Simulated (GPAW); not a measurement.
# Ballistic transport through a Ga chain with a P atom bridging one bond, cheap and dear, part 2 of 2

Wanted: the zero-bias transmission of a Ga chain with a P atom bridging one bond on a ladder of levels, with run times.

GPAW 26.7.0; GPAW LCAO, PAW setups; Landauer transmission from Green's functions with principal layers (ASE), zero bias.

So far, transmission at the Fermi level (one spin): step 2 (GPAW, dzp, PBE, GPAW) 0.939; step 3 (basis szp(dzp), PBE, GPAW) 0.846; step 4 (basis sz(dzp), PBE, GPAW) 0.797; step 5 (RPBE) 0.929.

## 8. SCF mesh 1×1×6

The SCF mesh sets the Fermi level of the repeated cell.

This step: GPAW LCAO, PAW setups; Landauer transmission from Green's functions with principal layers (ASE), zero bias (GPAW 26.7.0).

The input, run.py:

```python
import json
import numpy as np
from ase import Atoms
from ase.transport.calculators import TransportCalculator
from gpaw import GPAW, FermiDirac
from gpaw.lcao.tools import get_lcao_hamiltonian
from scipy.linalg import eigh

# The junction with lead layers at both ends, along the third cell vector
device = Atoms(
    ['Ga', 'Ga', 'Ga', 'Ga', 'Ga', 'P', 'Ga', 'Ga', 'Ga', 'Ga', 'Ga'],
    positions=[
        [4.50000, 4.50000, 1.27500],
        [4.50000, 4.50000, 3.82500],
        [4.50000, 4.50000, 6.37500],
        [4.50000, 4.50000, 8.92500],
        [4.50000, 4.50000, 11.47500],
        [6.29460, 4.50000, 12.85000],
        [4.50000, 4.50000, 14.22500],
        [4.50000, 4.50000, 16.77500],
        [4.50000, 4.50000, 19.32500],
        [4.50000, 4.50000, 21.87500],
        [4.50000, 4.50000, 24.42500]],
    cell=[[9.0, 0.0, 0.0], [0.0, 9.0, 0.0], [0.0, 0.0, 25.7]],
    pbc=True)

# One principal layer of the lead: the first 3 atoms of the device
lead = Atoms(
    ['Ga', 'Ga', 'Ga'],
    positions=[
        [4.50000, 4.50000, 1.27500],
        [4.50000, 4.50000, 3.82500],
        [4.50000, 4.50000, 6.37500]],
    cell=[[9.0, 0.0, 0.0], [0.0, 9.0, 0.0], [0.0, 0.0, 7.65]],
    pbc=True)

settings = dict(mode='lcao', basis='dzp', xc='PBE', h=0.2,
                occupations=FermiDirac(0.1), maxiter=250,
                mixer=dict(beta=0.1, nmaxold=8, weight=100.0),
                convergence=dict(density=0.0001))
energies = np.arange(-2, 2 + 1e-9, 0.05)
eta = 0.0001
n1, n2 = 1, 1
# k and -k transmit alike, so half of the mesh across the current serves
mesh = [(i, j) for i in range(n1) for j in range(n2) if (i, j) <= (-i % n1, -j % n2)]
weights = np.array([1 if (i, j) == (-i % n1, -j % n2) else 2 for i, j in mesh]) / (n1 * n2)

# [... helper functions left out ...]
fermi_lead = ground_state(lead, (1, 1, 15), 'lead.txt')
fermi_device = ground_state(device, (1, 1, 6), 'device.txt')
# [... loop over the mesh left out, but for ...]
        # Shift the lead onto the potential of the device's first layer
        shift = ((H[:, 0, 0] - H0[:, 0, 0]) / S0[0, 0]).real.mean()
# [...]
kT = 8.617333e-5 * 300
bias = [0.1, 0.2, 0.5, 1.0, 1.5, 2.0]
# [... integrals and printing left out ...]
```

Run with:

```bash
$ OMP_NUM_THREADS=1 OPENBLAS_NUM_THREADS=1 python run.py
```

Run time: 39 s. Hardware: 1 thread of Arm Neoverse V2, shared host; peak memory 0.91 GiB.

Numbers from this step:

```yaml
conductance: 0.9323 G₀
thermopower: -5.089 μV/K
largest_coupling_past_the_next_principal_layer: 6.03e-5 eV
largest_misfit_of_the_first_principal_layer: 0.05486 eV
shift_that_aligns_the_lead: -0.01479 eV
transmission_at_the_fermi_level_one_spin: 0.9405
```

One spin. Transmission, zone mean against energy, zero at the Fermi level:

```
energy (eV)  transmission, zone mean
     -2.000                    0.447
     -1.800                    0.367
     -1.600                    0.225
     -1.450                    0.939
     -1.400                    0.484
     -1.200                    0.209
     -1.000                   0.0965
     -0.800                   0.0262
     -0.600                   9.0e-4
     -0.400                   2.0e-5
     -0.200                    0.566
      0.000                    0.940
      0.200                     1.00
      0.400                     1.06
      0.600                     1.11
      0.800                     1.15
      1.000                     1.17
      1.200                     1.17
      1.400                     1.17
      1.600                     1.15
      1.800                     1.12
      2.000                     1.09
```

Not self-consistent under bias; the bias window is split evenly. Current through one cell, from the zero-bias transmission against bias:

```
bias (V)  current through one cell, from the zero-bias transmission (μA)
   0.100                                                            7.20
   0.200                                                            14.3
   0.500                                                            32.7
   1.000                                                            54.0
   1.500                                                            75.7
   2.000                                                            99.1
```

Transmission of the three most open eigenchannels against energy, zero at the Fermi level:

```
energy (eV)  channel 1  channel 2  channel 3
      -2.00      0.447    5.2e-11          0
      -1.90      0.411    5.2e-11          0
      -1.80      0.367    5.1e-11          0
      -1.70      0.312    5.1e-11          0
      -1.55      0.139    5.0e-11          0
      -1.45      0.939    4.9e-11          0
      -1.35      0.357    4.8e-11          0
      -1.25      0.247    4.8e-11          0
      -1.15      0.177    4.7e-11          0
      -1.05      0.121    4.7e-11          0
      -0.90     0.0558    4.8e-11          0
      -0.80     0.0262    4.9e-11          0
      -0.70    0.00830    5.6e-11          0
      -0.60     9.0e-4    9.8e-11          0
      -0.50     1.0e-4          0          0
      -0.40     2.0e-5    9.6e-10    8.9e-12
      -0.25      0.280    0.00951    0.00318
      -0.15      0.630     0.0943     0.0152
      -0.05      0.708      0.169     0.0308
       0.00      0.720      0.181     0.0393
       0.05      0.730      0.182     0.0476
       0.15      0.757      0.168     0.0613
       0.25      0.795      0.152     0.0696
       0.40      0.851      0.138     0.0751
       0.50      0.881      0.134     0.0761
       0.60      0.904      0.133     0.0769
       0.70      0.920      0.134     0.0778
       0.80      0.933      0.135     0.0790
       0.90      0.942      0.136     0.0803
       1.05      0.953      0.135     0.0824
       1.15      0.959      0.131     0.0837
       1.25      0.963      0.126     0.0847
       1.35      0.967      0.118     0.0854
       1.45      0.970      0.107     0.0859
       1.55      0.973     0.0944     0.0859
       1.70      0.976     0.0854     0.0722
       1.80      0.978     0.0847     0.0558
       1.90      0.980     0.0837     0.0391
       2.00      0.981     0.0825     0.0231
```

The conductance equals that of the dzp run to 0.2 %.

## 9. Another change of settings

A last run, with other settings again.

Changes to run.py since step 8:

```diff
@@ -36,4 +36,4 @@
 
-settings = dict(mode='lcao', basis='dzp', xc='PBE', h=0.2,
-                occupations=FermiDirac(0.1), maxiter=250,
+settings = dict(mode='lcao', basis='dzp', xc='pbe96', h=0.2,
+                occupations=FermiDirac(0.1), maxiter=75,
                 mixer=dict(beta=0.1, nmaxold=8, weight=100.0),
@@ -49,3 +49,3 @@
 fermi_lead = ground_state(lead, (1, 1, 15), 'lead.txt')
-fermi_device = ground_state(device, (1, 1, 6), 'device.txt')
+fermi_device = ground_state(device, (1, 1, 3), 'device.txt')
 # [... loop over the mesh left out, but for ...]
```

Run time: 0.69 s. Hardware: 1 thread; peak memory 0.1 GiB.

The input was rejected at the start.

The program's message: “NameError: Unknown functional: pbe96.”

The change that led to it: xc = "pbe96".

## 10. What came out

```json
{
 "conductance": "0.931 G₀",
 "transmission at the Fermi level, mean of the spins": "0.939",
 "thermopower": "-5.12 μV/K"
}
```

In the dzp basis the junction conducts 0.931 G₀ at 300 K, with T = 0.939 a spin at the Fermi level; no smaller basis tried comes within 10 % of that conductance. At the Fermi level the three most open eigenchannels pass 0.72, 0.18 and 0.039. The negative thermopower says that the thermally weighted transmission is larger above the Fermi level, as for electron-like transport. Measured against the first run (dzp), the nearest curve is that of dzp-RPBE (r.m.s. 0.10) and the farthest that of sz (0.17). Over the compared runs wall time goes from 20 s (sz) to 32 s (dzp-RPBE), on a shared host. The geometry was built from estimated bond lengths and not relaxed, so the numbers describe this model structure. The run had no spin polarisation, so a magnetic state, which chains and small molecules with open shells often have, wasn't tested. An evenly spaced straight chain is an idealisation: free chains tend to dimerise, zigzag or, where a band edge lies near the Fermi level, turn magnetic. The currents use the zero-bias T(E) throughout, which holds only while the bias is small against the distance to the nearest feature. The energy step is wider than the thermal energy, so the conductance and thermopower rest on interpolation of T(E).

[Logs are printed without paths, hosts, clocks, repeated set-up lines and the standing remarks that a program may print on its own settings, such as how far it seeks lower states.]

[Hosts, paths, dates, database ids (printed as entryN), source tags and the programs' standing remarks are cut or masked in the printed files.]
